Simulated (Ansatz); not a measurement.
**Quasi-harmonic thermodynamics of Y3ZrC (hypothetical, Pm-3m)**

Aim: the lattice, expansion, heat capacity and bulk modulus of Y3ZrC (hypothetical) as it warms. The crystal structure is hypothetical: it was made by swapping elements on a known structure type.

Program: Ansatz 0.2.0. Level of theory: DFT PBEsol, scalar-relativistic, plane waves, PAW. Results are calculated unless marked as measured.

Most raw output is cut from this account.

### 1. The starting structure

The structure is cubic, space group Pm-3m (No. 221). The conventional cell has a = 4.919 Å, b = 4.919 Å, c = 4.919 Å, α = 90.00°, β = 90.00°, γ = 90.00°. Nearest to Y lie 2 C at 2.46 Å and 4 Zr at 3.48 Å and 8 Y at 3.48 Å. Nearest to Zr lie 12 Y at 3.48 Å. C has 6 Y at 2.46 Å nearest. Farther neighbours are not listed.

### 2. A first coarse run

Before spending time, one coarse run tells the gap and the pressure of the starting cell.

input.yaml

```yaml
crystal:
  lattice:
    - [4.91883, 0.0, 0.0]
    - [0.0, 4.91883, 0.0]
    - [0.0, 0.0, 4.91883]
  atoms:
    - { symbol: "Y", position: [0.5, 0.0, 0.5] }
    - { symbol: "Y", position: [0.5, 0.5, 0.0] }
    - { symbol: "Y", position: [0.0, 0.5, 0.5] }
    - { symbol: Zr, position: [0.0, 0.0, 0.0] }
    - { symbol: C, position: [0.5, 0.5, 0.5] }
kpoints:
  mp_grid: { grid: [4, 4, 4] }
hamiltonian:
  xc: pbesol
scf:
  occupations: { method: gaussian, width: 0.1 }
output:
  forces: true
  stress: true
  eigenvalues: true
```

Started as:

```bash
ansatz run input.yaml --threads 4 --pin off --max-ram 16384MiB --backend cpu --events-out ev --progress --plain --runs-dir out
```

It took 0.72 s on 4 threads of Arm Neoverse V2, shared host; peak memory 0.42 GiB; 2.3 s of CPU time.

Numbers from this step:

```yaml
pressure: -0.6336 GPa
volume_per_atom: 23.80 Å³
gap_on_the_k_mesh: 0 eV
```

The start is under -0.63 GPa at this level and looks like a metal on this mesh.

### 3. Relaxation

The vibrations must be taken about the equilibrium of this functional, not about the starting cell, so the structure is relaxed.

input.yaml: that of step 2 with these lines changed.

```diff
@@ -12,3 +12,3 @@
 kpoints:
-  mp_grid: { grid: [4, 4, 4] }
+  mp_grid: { grid: [8, 8, 8] }
 hamiltonian:
@@ -21 +21,10 @@
   eigenvalues: true
+  write_density: true
+  write_potential: true
+  elf: true
+  volumetric_format: npy
+relax:
+  adjacent_minimum: "off"
+  f_tol: 0.005
+  max_steps: 80
+  cell: { stress_tol: 0.05 }
```

Wall time 7.8 s (4 threads); peak memory 0.51 GiB.

The steps of the relaxation:

```csv
step,energy less that of the first step (eV),largest force component (eV/Å),pressure (GPa),volume (Å³)
1,0.0000,0.0000,-0.70,119.01
2,-0.0006,0.0000,0.72,116.80
3,-0.0028,0.0000,-0.01,117.90
4*,-0.0025,0.0000,-0.01,117.90
```

Relaxation steps marked * repeat the geometry before them on a plane-wave basis chosen anew for their cell, so energy and pressure can jump there.

The run keeps the 48 symmetry operations that it works with, so distortions that break them were not tested.

```csv
"conventional cell, symmetrised",before,after,change
a (Å),4.919,4.904,-0.3 %
b (Å),4.919,4.904,-0.3 %
c (Å),4.919,4.904,-0.3 %
volume (Å³/atom),23.80,23.58,-0.9 %
```

The relaxed structure:

```cif
data_structure
_symmetry_space_group_name_H-M 'P 1'
_symmetry_Int_Tables_number 1
_cell_length_a 4.9035
_cell_length_b 4.9035
_cell_length_c 4.9035
_cell_angle_alpha 90.000
_cell_angle_beta 90.000
_cell_angle_gamma 90.000
_cell_volume 117.90
loop_
_atom_site_label
_atom_site_type_symbol
_atom_site_fract_x
_atom_site_fract_y
_atom_site_fract_z
_atom_site_occupancy
Y1 Y 0.50000 0.00000 0.50000 1
Y2 Y 0.50000 0.50000 0.00000 1
Y3 Y 0.00000 0.50000 0.50000 1
Zr4 Zr 0.00000 0.00000 0.00000 1
C5 C 0.50000 0.50000 0.50000 1
```

Numbers from this step:

- pressure: -0.01105 GPa
- volume per atom: 23.58 Å³

Valence density in the ac plane at fractional y = 0.500, with atoms of Y and C within 0.2 Å of it. It is the smooth field of the valence electrons, not physical close to the nuclei.

Values in e/Å³, 14 rows by 14 columns, each cell a mean:
```
0.1 0.1 0.1 0.2 0.5 2.0 3.4 3.6 3.0 1.2 0.3 0.1 0.1 0.1
0.1 0.1 0.1 0.1 0.3 1.0 2.0 2.3 1.6 0.6 0.2 0.1 0.1 0.1
0.1 0.1 0.1 0.1 0.2 0.3 0.6 0.7 0.5 0.2 0.1 0.1 0.1 0.1
0.3 0.2 0.1 0.1 0.2 0.2 0.3 0.4 0.3 0.2 0.1 0.1 0.2 0.3
1.4 0.9 0.4 0.2 0.2 0.4 0.6 0.7 0.5 0.3 0.2 0.2 0.6 1.2
3.3 2.5 1.0 0.3 0.4 0.8 1.3 1.4 1.1 0.5 0.3 0.5 1.6 3.0
3.5 3.3 1.5 0.5 0.5 1.0 1.6 1.7 1.4 0.7 0.4 0.7 2.3 3.6
3.6 3.0 1.3 0.4 0.4 0.9 1.5 1.6 1.3 0.6 0.3 0.6 2.0 3.4
2.4 1.6 0.6 0.2 0.3 0.6 0.9 1.0 0.8 0.4 0.2 0.3 1.0 2.0
0.6 0.4 0.2 0.1 0.2 0.3 0.4 0.5 0.4 0.2 0.2 0.2 0.3 0.5
0.2 0.1 0.1 0.1 0.1 0.2 0.4 0.5 0.3 0.2 0.1 0.1 0.1 0.2
0.1 0.1 0.1 0.1 0.2 0.6 1.3 1.5 1.0 0.4 0.1 0.1 0.1 0.1
0.1 0.1 0.1 0.1 0.4 1.6 3.0 3.3 2.5 0.9 0.2 0.1 0.1 0.1
0.1 0.1 0.1 0.2 0.6 2.4 3.6 3.5 3.3 1.4 0.3 0.1 0.1 0.1
```
Columns run along a (4.9 Å), rows up along c (4.9 Å). Atoms in or near the plane, at fractional coordinates: Y at (0.50, 0.00), Y at (0.00, 0.50), C at (0.50, 0.50).

Electrostatic potential energy in the ac plane at fractional y = 0.500, with atoms of Y and C within 0.2 Å of it. With pseudopotentials it is smooth inside the atoms' cores, unlike the true potential.

Values in eV, 14 rows by 14 columns, each cell a mean:
```
 14  14  12   8  -4 -31 -46 -48 -42 -18   3  10  13  14
 13  13  12  10   3 -14 -29 -33 -24  -5   7  11  13  13
 10  11  11  11   8   3  -4  -6  -1   6  10  11  11  10
  2   5   8  11  11  10   9   8   9  11  11  10   7   3
-22 -13   1   9  12  11   7   5   9  12  11   6  -5 -18
-45 -36 -13   5  10   3 -23 -32 -11   9   9  -1 -24 -42
-50 -44 -21   3   9  -8 -45 -50 -32   5   8  -6 -33 -48
-48 -41 -18   4  10  -3 -36 -45 -23   7   9  -4 -29 -46
-35 -25  -5   7  11   8  -3  -8   3  11  10   3 -14 -31
 -6  -1   6  10  12  11  10   9  10  12  11   8   3  -4
  8   9  10  11  10   7   4   3   5   9  11  11  10   8
 12  12  12  10   6  -5 -18 -21 -13   1   8  11  12  12
 14  14  12   9  -1 -25 -41 -44 -36 -13   5  11  13  14
 14  14  12   8  -6 -35 -48 -50 -45 -22   2  10  13  14
```
Columns run along a (4.9 Å; values clipped at the 3rd and 97th percentile), rows up along c (4.9 Å). Atoms in or near the plane, at fractional coordinates: Y at (0.50, 0.00), Y at (0.00, 0.50), C at (0.50, 0.50).

ELF in the ac plane at fractional y = 0.500, with atoms of Y and C within 0.2 Å of it. It is the smooth field of the valence electrons, not physical close to the nuclei.

Ten even steps from '0' (0.09) to '9' (0.83), each cell a mean:
```
86304998981147
54201799840034
11000134300001
21002233321001
97205888872048
99616976883389
59826831683498
79716953783399
99405998982179
53003566652014
00000012100000
32100478620023
76203999971146
87305975992158
```
Columns run along a (4.9 Å), rows up along c (4.9 Å). Atoms in or near the plane, at fractional coordinates: Y at (0.50, 0.00), Y at (0.00, 0.50), C at (0.50, 0.50).

The relaxation ends with a pressure of -0.01 GPa.

### 4. Tight relaxation

The relaxation is repeated with tighter thresholds on force and stress, since phonons are sensitive to what is left; a change of mesh or smearing in the input moves the cell too.

input.yaml

```yaml
crystal:
  lattice:
    - [4.9035439828, 0.0, 0.0]
    - [0.0, 4.9035439828, 0.0]
    - [0.0, 0.0, 4.9035439828]
  atoms:
    - { symbol: "Y", position: [0.5, 0.0, 0.5] }
    - { symbol: "Y", position: [0.5, 0.5, 0.0] }
    - { symbol: "Y", position: [0.0, 0.5, 0.5] }
    - { symbol: Zr, position: [0.0, 0.0, 0.0] }
    - { symbol: C, position: [0.5, 0.5, 0.5] }
kpoints:
  mp_grid: { grid: [8, 8, 8] }
hamiltonian:
  xc: pbesol
scf:
  occupations: { method: methfessel_paxton, width: 0.2 }
output:
  forces: true
  stress: true
  eigenvalues: true
relax:
  adjacent_minimum: "off"
  f_tol: 0.001
  max_steps: 60
  cell: { stress_tol: 0.01 }
```

It took 6.8 s on 4 threads; peak memory 0.51 GiB.

Little changed from the start: no atom moved by 0.005 Å and no cell edge by 0.1 %.

Numbers from this step:

```yaml
pressure: -1.80e-4 GPa
volume_per_atom: 23.57 Å³
```

The residual pressure is -1.8e-4 GPa, small enough for phonons.

### 5. An input with a fault

This input was changed on purpose, to see how the program answers.

input.yaml

```yaml
crystal:
  lattice:
    - [4.902556353, 0.0, 0.0]
    - [0.0, 4.902556353, 0.0]
    - [0.0, 0.0, 4.902556353]
  atoms:
    - { symbol: "Y", position: [0.5, 0.0, 0.5] }
    - { symbol: "Y", position: [0.5, 0.5, 0.0] }
    - { symbol: "Y", position: [0.0, 0.5, 0.5] }
    - { symbol: Zr, position: [0.0, 0.0, 0.0] }
    - { symbol: C, position: [0.5, 0.5, 0.5] }
kpoints:
  mp_grid: { grid: [9, 9, 9] }
hamiltonian:
  xc: pbesol
scf:
  occupations: { method: methfessel_paxton, width: 0.2 }
  max_iter: 100
output:
  eigenvalues: true
phonons:
  supercell: [2, 2, 2]
  thermal_expansion: {}
```

Wall time 0.02 s (4 threads); peak memory 0.031 GiB.

The input was rejected at the start.

The program's message: “Error: 3 input errors — fix all and re-run
  1. invalid value for `phonons.supercell`: axis 0: the count 2 must divide kpoints.mp_grid.grid dimension 9 — the displaced supercells solve the k-mesh fold …”

The fault put into the input: a k mesh that the supercell doesn't divide.

### 6. Phonons on strained cells

Thermal expansion follows from how the free energy of the vibrations (and of the electrons in a metal) changes with strain, so the program makes strained cells, their phonons and a fit in one run.

input.yaml, the sections that differ from step 5:

```yaml
kpoints:
  mp_grid: { grid: [8, 8, 8] }
scf:
  occupations: { method: methfessel_paxton, width: 0.2 }
phonons:
  method: dfpt
  qmesh: [2, 2, 2]
  temperatures: { t_max: 1200.0, t_step: 50 }
  thermal_expansion: {}
# crystal, hamiltonian, output: as in step 5
```

The job ended after 33 min (4 threads; peak memory 1.7 GiB; 2.1 h of CPU time).

This step gave:

* pressure: -4.72e-4 GPa
* volume expansion coefficient at 298 K: 19.60 1e-6/K
* C_P at 298 K: 25.17 J/mol-atom/K
* entropy at 298 K: 39.88 J/mol-atom/K
* isothermal bulk modulus at 298 K: 70.71 GPa
* Grüneisen parameter at 298 K: 0.7904
* volume at 298 K: 23.73 Å³/atom
* principal linear expansion coefficients at 298 K: 6.532, 6.532, 6.532 1e-6/K

Strained cells of the study; zero-point energy where phonons were solved; the pressures are stresses at a fixed cutoff and can carry an offset from the finite basis. Expansion cells, by row:

```csv
cell,|a| (Å),|b| (Å),|c| (Å),V (Å³/atom),E - E_lowest (meV/atom),"pressure, compression positive (GPa)",gap (eV),zero-point energy (meV/atom)
1,4.903,4.903,4.903,23.57,0,-0.005,-,-
2,4.942,4.942,4.942,24.14,3.137,-1.736,-,-
3,4.864,4.864,4.864,23.01,3.2,1.87,-,-
4,4.903,4.903,4.903,23.57,0,-0.014,-,27.23
5,4.927,4.927,4.927,23.92,1.254,-1.114,-,26.7
6,4.945,4.945,4.945,24.18,3.66,-1.87,-,26.31
7,4.966,4.966,4.966,24.5,8.16,-2.738,-,25.82
8,4.854,4.854,4.854,22.87,4.988,2.355,-,-
9,4.878,4.878,4.878,23.22,1.229,1.142,-,-
10,4.998,4.998,4.998,24.97,18.15,-3.966,-,-
```

Quasi-harmonic; a, b, c are the run's own cell vectors. Expansion, by row:

```csv
T (K),a (Å),b (Å),c (Å),alpha (deg),beta (deg),gamma (deg),cell volume (Å³/cell),alpha_a (1e-6/K),alpha_b (1e-6/K),alpha_c (1e-6/K),alpha_V (1e-6/K),C_P (J/mol-atom/K),C_V (J/mol-atom/K),S (J/mol-atom/K),B_T (GPa),B_S (GPa),Grueneisen,extrapolation,fit error (1e-6/K)
0,4.908,4.908,4.908,90,90,90,118.2,0,0,0,0,0,0,0,74.81,74.81,-,0,0
50,4.908,4.908,4.908,90,90,90,118.2,0.7,0.7,0.7,2.11,10.34,10.34,5.758,74.61,74.62,0.217,0,0
100,4.909,4.909,4.909,90,90,90,118.3,2.99,2.99,2.99,8.98,18.03,18.02,15.68,74.02,74.05,0.526,0,0
150,4.91,4.91,4.91,90,90,90,118.3,4.5,4.5,4.5,13.49,21.48,21.45,23.72,73.25,73.35,0.657,0,0.01
200,4.911,4.911,4.911,90,90,90,118.4,5.42,5.42,5.42,16.27,23.3,23.25,30.18,72.42,72.59,0.723,0,0.01
250,4.912,4.912,4.912,90,90,90,118.5,6.06,6.06,6.06,18.17,24.42,24.34,35.51,71.56,71.81,0.763,0,0.01
298.1,4.914,4.914,4.914,90,90,90,118.6,6.53,6.53,6.53,19.6,25.17,25.05,39.88,70.71,71.04,0.79,0,0.01
300,4.914,4.914,4.914,90,90,90,118.6,6.55,6.55,6.55,19.65,25.19,25.07,40.03,70.68,71.01,0.791,0,0.01
350,4.915,4.915,4.915,90,90,90,118.8,6.97,6.97,6.97,20.91,25.77,25.62,43.96,69.77,70.19,0.814,0,0.01
400,4.917,4.917,4.917,90,90,90,118.9,7.35,7.35,7.35,22.06,26.25,26.06,47.43,68.86,69.37,0.835,0,0.01
450,4.919,4.919,4.919,90,90,90,119,7.72,7.72,7.72,23.15,26.65,26.42,50.55,67.93,68.54,0.853,0,0.01
500,4.921,4.921,4.921,90,90,90,119.2,8.07,8.07,8.07,24.2,27.01,26.73,53.38,67,67.7,0.871,0,0.01
550,4.923,4.923,4.923,90,90,90,119.3,8.41,8.41,8.41,25.24,27.32,26.99,55.97,66.05,66.87,0.888,0,0.01
600,4.925,4.925,4.925,90,90,90,119.5,8.76,8.76,8.76,26.28,27.61,27.22,58.35,65.11,66.03,0.904,0,0.02
650,4.927,4.927,4.927,90,90,90,119.6,9.11,9.11,9.11,27.32,27.88,27.43,60.58,64.15,65.2,0.921,0,0.02
700,4.93,4.93,4.93,90,90,90,119.8,9.45,9.45,9.45,28.36,28.12,27.61,62.65,63.19,64.37,0.937,0,0.02
750,4.932,4.932,4.932,90,90,90,120,9.81,9.81,9.81,29.42,28.36,27.78,64.6,62.23,63.54,0.952,0,0.02
800,4.934,4.934,4.934,90,90,90,120.2,10.16,10.16,10.16,30.49,28.59,27.93,66.44,61.26,62.71,0.968,0,0.02
850,4.937,4.937,4.937,90,90,90,120.3,10.52,10.52,10.52,31.57,28.8,28.06,68.18,60.29,61.88,0.983,0,0.02
900,4.94,4.94,4.94,90,90,90,120.5,10.89,10.89,10.89,32.67,29.02,28.19,69.83,59.31,61.05,0.998,0,0.02
950,4.942,4.942,4.942,90,90,90,120.7,11.27,11.27,11.27,33.8,29.23,28.31,71.4,58.33,60.23,1.013,0,0.03
1000,4.945,4.945,4.945,90,90,90,120.9,11.65,11.65,11.65,34.95,29.43,28.41,72.91,57.34,59.4,1.027,0,0.03
1050,4.948,4.948,4.948,90,90,90,121.2,12.04,12.04,12.04,36.13,29.64,28.52,74.35,56.35,58.58,1.042,0,0.04
1100,4.951,4.951,4.951,90,90,90,121.4,12.45,12.45,12.45,37.35,29.85,28.61,75.73,55.36,57.76,1.056,0,0.05
1150,4.954,4.954,4.954,90,90,90,121.6,12.87,12.87,12.87,38.61,30.07,28.7,77.06,54.36,56.94,1.071,0,0.07
1200,4.958,4.958,4.958,90,90,90,121.8,13.3,13.3,13.3,39.91,30.29,28.79,78.35,53.35,56.12,1.085,0,0.12
```

The expansion coefficient by temperature; values in 1e-6/K:

```csv
temperature (K),volume,principal 1
0,0,0
50,2.11,0.7
100,8.98,2.99
150,13.5,4.5
200,16.3,5.42
250,18.2,6.06
298,19.6,6.53
300,19.6,6.55
350,20.9,6.97
400,22.1,7.35
450,23.1,7.72
500,24.2,8.07
550,25.2,8.41
600,26.3,8.76
650,27.3,9.11
700,28.4,9.45
750,29.4,9.81
800,30.5,10.2
850,31.6,10.5
900,32.7,10.9
950,33.8,11.3
1000,35.0,11.7
1050,36.1,12.0
1100,37.4,12.4
1150,38.6,12.9
1200,39.9,13.3
```

At 298 K the volume expansion is 19.6 × 10⁻⁶/K and B_T is 70.7 GPa. The program raised the cutoff to 487.2 eV by itself: with no cutoff typed, the study takes about 1.16 times the default for its relaxations and scales it with the volume for the phonons.

### 7. Results

```
settings of these figures                        : PBEsol, 487.2 eV, k 8×8×8, q 2×2×2
volume expansion coefficient at 298 K            : 19.60 1e-6/K
C_P at 298 K                                     : 25.17 J/mol-atom/K
entropy at 298 K                                 : 39.88 J/mol-atom/K
isothermal bulk modulus at 298 K                 : 70.71 GPa
Grüneisen parameter at 298 K                     : 0.7904
volume at 298 K                                  : 23.73 Å³/atom
principal linear expansion coefficients at 298 K : 6.532, 6.532, 6.532 1e-6/K
```

In words: Near room temperature Y3ZrC (hypothetical) expands by 19.6 × 10⁻⁶/K in volume by PBEsol, with C_P = 25.2 J/(mol K) per mole of atoms and B_T = 70.7 GPa. Between 298.15 and 1200 K the bulk modulus falls by 25 % and the Grüneisen parameter grows; in this range the quasi-harmonic approximation, which lacks anharmonicity at fixed volume, tends to overshoot. C_P at room temperature is 101 % of the classical 3R an atom. In this metal the study includes the electrons' free energy, which adds a term that grows with temperature, so the heat capacities need not level off at 3R. The PAW files were made for PBE and are used here under another functional, for which the program regenerates the frozen cores.

[Logs are printed without paths, hosts, clocks, repeated set-up lines and the standing remarks that a program may print on its own settings, such as how far it seeks lower states.]

[Hosts, paths, dates, database ids (printed as entryN), source tags and the programs' standing remarks are cut or masked in the printed files.]

[A step with changed settings may run another functional than the one named; its input shows which.]
